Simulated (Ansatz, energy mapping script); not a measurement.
# LuNiN2: exchange couplings from total energies, part 2 of 2

Wanted: the magnetic order of LuNiN2, its couplings and an estimate of its ordering temperature, by PBE+U with a computed U.

PBE with U on Ni d by linear response, ortho-atomic projectors; plane waves, U on orthogonalised atomic orbitals unless named otherwise, collinear spin, no spin–orbit coupling.

So far. Step 10 (Run 7 (parallel; cell D, 8 atoms)): The run ends ferromagnetic. For each magnetic atom its energy differs from the parallel run of the first cell by 0.39 meV, an error that one common reference would have brought in. Step 11 (Compensated +− start in cell D (8 atoms)): The run ends antiferromagnetic, 119.14 meV a magnetic atom above the parallel order of its cell (energies taken at zero occupation width, not the printed F).

## 12. Run 9 (parallel; cell E, 8 atoms)

This run holds the same structure in another cell (b 4.133 → 3.936 Å, c 6.700 → 7.047 Å, α 90.0 → 93.3°).

input.yaml

```yaml
crystal:
  lattice:
    - [3.493255003, 0.0, 0.0]
    - [0.0, 2.066690581, 3.349854372]
    - [0.0, -6.200071743, 3.349854372]
  atoms:
    - { symbol: Lu, position: [0.0, 0.060864714, 0.020288238] }
    - { symbol: Lu, position: [0.0, 0.560864714, 0.520288238] }
    - { symbol: Ni, position: [0.5, 0.590973272, 0.19699109], spin: 2.0 }
    - { symbol: Ni, position: [0.5, 0.090973272, 0.69699109], spin: 2.0 }
    - { symbol: "N", position: [0.5, 0.101404023, 0.24903715] }
    - { symbol: "N", position: [0.5, 0.601404023, 0.74903715] }
    - { symbol: "N", position: [0.5, 0.924257737, 0.426183436] }
    - { symbol: "N", position: [0.5, 0.424257737, 0.926183436] }
magnetization:
  spin_polarized: true
kpoints:
  mp_grid: { grid: [10, 9, 5] }
hamiltonian:
  xc: pbe
  hubbard:
    sites:
      - { species: Ni, l: d, u_eff: 9.78 }
      - { site: 2, l: d, u_eff: 9.78, starting_ns: [{ spin: up, occupation_matrix: ni2_major }, { spin: down, occupation_matrix: ni2_minor }] }
      - { site: 3, l: d, u_eff: 9.78, starting_ns: [{ spin: up, occupation_matrix: ni2_major }, { spin: down, occupation_matrix: ni2_minor }] }
    projectors: ortho-atomic
    occupation_matrices:
      ni2_major:
        matrix:
          - [0.954, 0.0, 0.0, 0.015, 0.0]
          - [0.0, 0.981, 0.0, 0.0, 0.0]
          - [0.0, 0.0, 0.964, 0.0, 0.0]
          - [0.015, 0.0, 0.0, 0.958, 0.0]
          - [0.0, 0.0, 0.0, 0.0, 0.978]
      ni2_minor:
        matrix:
          - [0.938, 0.0, 0.0, 0.027, 0.0]
          - [0.0, 0.976, 0.0, 0.0, 0.0]
          - [0.0, 0.0, 0.15, 0.0, 0.0]
          - [0.027, 0.0, 0.0, 0.941, 0.0]
          - [0.0, 0.0, 0.0, 0.0, 0.973]
scf:
  occupations: { method: fermi_dirac, width: 0.05 }
output:
  eigenvalues: true
```

Run with:

```sh
ansatz run input.yaml --threads 4 --pin off --max-ram 8192MiB --backend cpu --events-out ev --progress --plain --runs-dir out
```

Run time: 1.8 min. Hardware: 4 threads of Arm Neoverse V1, shared host; peak memory 1.6 GiB.

The run ends ferromagnetic. For each magnetic atom its energy differs from the parallel run of the first cell by -1.02 meV, an error that one common reference would have brought in.

## 13. Compensated +− start in cell E (8 atoms)

This order reverses 0 of the 2 neighbours at 3.49 Å, 2 of the 4 neighbours at 3.94 Å and 2 of the 2 neighbours at 4.13 Å, counted for an average magnetic atom.

input.yaml: that of step 12 with these lines changed.

```diff
@@ -9,3 +9,3 @@
     - { symbol: Ni, position: [0.5, 0.590973272, 0.19699109], spin: 2.0 }
-    - { symbol: Ni, position: [0.5, 0.090973272, 0.69699109], spin: 2.0 }
+    - { symbol: Ni, position: [0.5, 0.090973272, 0.69699109], spin: -2.0 }
     - { symbol: "N", position: [0.5, 0.101404023, 0.24903715] }
@@ -24,3 +24,3 @@
       - { site: 2, l: d, u_eff: 9.78, starting_ns: [{ spin: up, occupation_matrix: ni2_major }, { spin: down, occupation_matrix: ni2_minor }] }
-      - { site: 3, l: d, u_eff: 9.78, starting_ns: [{ spin: up, occupation_matrix: ni2_major }, { spin: down, occupation_matrix: ni2_minor }] }
+      - { site: 3, l: d, u_eff: 9.78, starting_ns: [{ spin: up, occupation_matrix: ni2_minor }, { spin: down, occupation_matrix: ni2_major }] }
     projectors: ortho-atomic
```

Elapsed: 2.6 min, on 4 threads; peak memory 1.6 GiB; 10 min of CPU time.

The run ends antiferromagnetic, 89.60 meV a magnetic atom above the parallel order of its cell (energies taken at zero occupation width, not the printed F).

## 14. From energies to couplings

Each energy difference is a sum of couplings weighted by the pairs that the order reverses. A few near shells are fitted to the differences by least squares. Energies are those extrapolated to zero occupation width, not the free energies F.

The orders that converged (zero: parallel moments in the same cell):

```
                   order  atoms  energy (meV a magnetic atom)  moments (μB)  moments kept as typed  opposed neighbours at 3.49, 3.94, 4.13 Å
      parallel in cell A      8                          0.00          0.85                    yes                                   0, 0, 0
compensated +− in cell A      8                         87.45          0.85                    yes                                   2, 2, 2
      parallel in cell B      8                          0.00          0.85                    yes                                   0, 0, 0
compensated +− in cell B      8                        112.23          0.85                    yes                                   2, 4, 0
      parallel in cell C      8                          0.00          0.85                    yes                                   0, 0, 0
compensated +− in cell C      8                         -0.45          0.85                    yes                                   2, 0, 0
      parallel in cell D      8                          0.00          0.85                    yes                                   0, 0, 0
compensated +− in cell D      8                        119.14          0.84                    yes                                   0, 4, 0
      parallel in cell E      8                          0.00          0.85                    yes                                   0, 0, 0
compensated +− in cell E      8                         89.60          0.84                    yes                                   0, 2, 2
```

The Heisenberg fit (each pair counts twice, positive J is ferromagnetic):

```
 pair  distance (Å)  neighbours  J (meV)
Ni–Ni          3.49           2   -0.815
Ni–Ni          3.94           4     14.5
Ni–Ni          4.13           2     7.68
Ni–Ni          5.26           8    0.193
```

These orders cannot tell some unfitted shells from fitted ones: the value at 3.94 Å holds J(3.94) + J(7.05), the value at 4.13 Å holds J(4.13) + J(6.70) and the value at 5.26 Å holds J(5.26) + J(7.87); other unfitted shells add to the values wholly or in part. No temperature is drawn.

Adding the shell at 5.41 Å gives -0.73, 14, 7.7, 0.20 and -0.096 meV, an exact solve that tests nothing.

## 15. Beside the first set of runs

The first set of orders, under PBE+U (6 eV), took 72 min of CPU time summed over its finished orders (seed run apart), these 70 min, beside 41 min for the response run.

```
        quantity  this set  first set
J at 3.49 Å, meV    -0.815      -1.61
J at 3.94 Å, meV      14.5       7.21
J at 4.13 Å, meV      7.68       6.84
J at 5.26 Å, meV     0.193      0.278
```

The coupling that led in the first set goes from 7.21 to 14.5 meV.

## 16. Results

| Property | Result |
| --- | --- |
| lowest order tried | compensated +− in cell C |
| largest fitted value (a combination of shells), Ni–Ni at 3.94 Å | 14.5 meV |

Of the orders tried, LuNiN2 prefers the order “compensated +− in cell C” under PBE+U (9.78 eV, computed), with 2 of 2 neighbours at 3.49 Å, 0 of 4 neighbours at 3.94 Å and 0 of 2 neighbours at 4.13 Å opposed. The margin is only 0.45 meV a magnetic atom, within reach of the numerical errors of such runs. The coupling at 3.94 Å is 2.0 times that of the first set, at 1.5 times the CPU time. The largest fitted value is 14 meV, at 3.94 Å. It is a combination of shells that these orders cannot split, so neither its size nor its sign can be laid on that pair alone. The orders also reverse pairs at 5.41, 6.70 and 7.05 Å, which are not fitted, so the fitted values hold their part too. No fitted order reverses the pairs at 6.99 Å, so their coupling is unknown and is set to zero in the model. With 5 differences for 4 couplings the fit misses by 0.56 meV at most, a small part of the spread. In the fitted orders moments change by up to 0.74 % against the parallel run of the same cell, so their size stays put. Every order is gapless on its mesh at this level. In a metal exchange reaches farther, and a short model of fixed moments is less apt; where the compound is in fact an insulator, these couplings come from a wrongly metallic state. With a near shell that the orders cannot separate, no temperature is given.

[Logs and program files are shortened in this print: banners, set-up blocks, solver, clock and traceback lines can be left out without a mark of their own.]

[Logs are printed without paths, hosts, clocks, repeated set-up lines and the standing remarks that a program may print on its own settings, such as how far it seeks lower states.]

[Hosts, paths, dates, database ids (printed as entryN), source tags and the programs' standing remarks are cut or masked in the printed files.]

[Where a cell is said to come from a database of computed structures, the database is the Materials Project.]
